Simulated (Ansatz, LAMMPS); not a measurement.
**What do other settings change for liquid Zn24Hg7Se7Te24 at 1800 K (62 atoms)?**

Density of this cell: 5.80 g/cm³. The cell holds 62 atoms: 24 Zn, 7 Hg, 7 Se and 24 Te. Its edges and angles: a = 12.356 Å, b = 12.356 Å, c = 12.356 Å, α = 90.0°, β = 90.0°, γ = 90.0°. 62 atoms (24 Zn, 7 Hg, 7 Se, 24 Te) placed at random at 5.8 g/cm³, melted at 2500 K for 10 ps at fixed volume with the Stillinger-Weber II-VI potential (Zhou et al., Phys. Rev. B 88, 085309 (2013)). Snapshot at the end of a hold of 5 ps at 1800 K and fixed volume.

Geometry: as built.

Reference run: Kohn-Sham DFT, PBE, PAW (set soft_2), plane waves (Ansatz 0.2.0), cutoff 420 eV, Γ point, fermi-dirac smearing of 0.05 eV.

| Quantity | Value |
| --- | --- |
| r.m.s. force component | 0.5959 eV/Å |
| pressure | -0.1461 GPa |
| spacing of highest filled and lowest empty level | 0.0953 eV |
| SCF cycles | 13 |
| time | 33 s on 8 threads of Intel Xeon Platinum 8488C (Sapphire Rapids), shared host |

**Question.** The same geometry is run again with each of these changes. How far do the results move, and how long does each run take?
- support functions low
- support functions medium
- support functions medium, radius 4.46 Å
- support functions medium, radius 4.78 Å

Differences are against the plane-wave reference (Kohn-Sham DFT, PBE, PAW (set soft_2), plane waves), whose r.m.s. force component is 0.596 eV/Å. Energies are set beside the reference only for runs with its functional, potentials and electron count. Times are for 8 threads of Intel Xeon Platinum 8488C (Sapphire Rapids), shared host. The reference's time includes the DOS, ELF, the stress and grids, which some other runs skip.

```tsv
run	Δ force, r.m.s. (meV/Å)	share of r.m.s. force (%)	Δ energy (meV/atom)	cycles	time	host memory (GiB)
reference	-	-	-	13	33 s	3.3
support functions low	0.617	0.103	-1.54	18	2.4 min	4.6
support functions medium	0.575	0.0964	-1.54	20	2.5 min	4.6
support functions medium, radius 4.46 Å	0.667	0.112	-1.54	21	2.4 min	4.4
support functions medium, radius 4.78 Å	0.516	0.0866	-1.54	20	2.3 min	4.9
```

Among numerical settings the force difference runs from 0.52 meV/Å (support functions medium, radius 4.78 Å) to 0.67 meV/Å (support functions medium, radius 4.46 Å). At 62 atoms the fastest of the runs at a preset level, support functions low, takes roughly 4.4 times the time of plane waves (whose run also made extra analyses, so the like-for-like ratio is larger), in 18 SCF cycles against 13. Differences between support functions and plane waves include what basis error the plane-wave run still has. 

[Logs are printed without paths, hosts, clocks, repeated set-up lines and the standing remarks that a program may print on its own settings, such as how far it seeks lower states.]

[Hosts, paths, dates, database ids (printed as entryN), source tags and the programs' standing remarks are cut or masked in the printed files.]
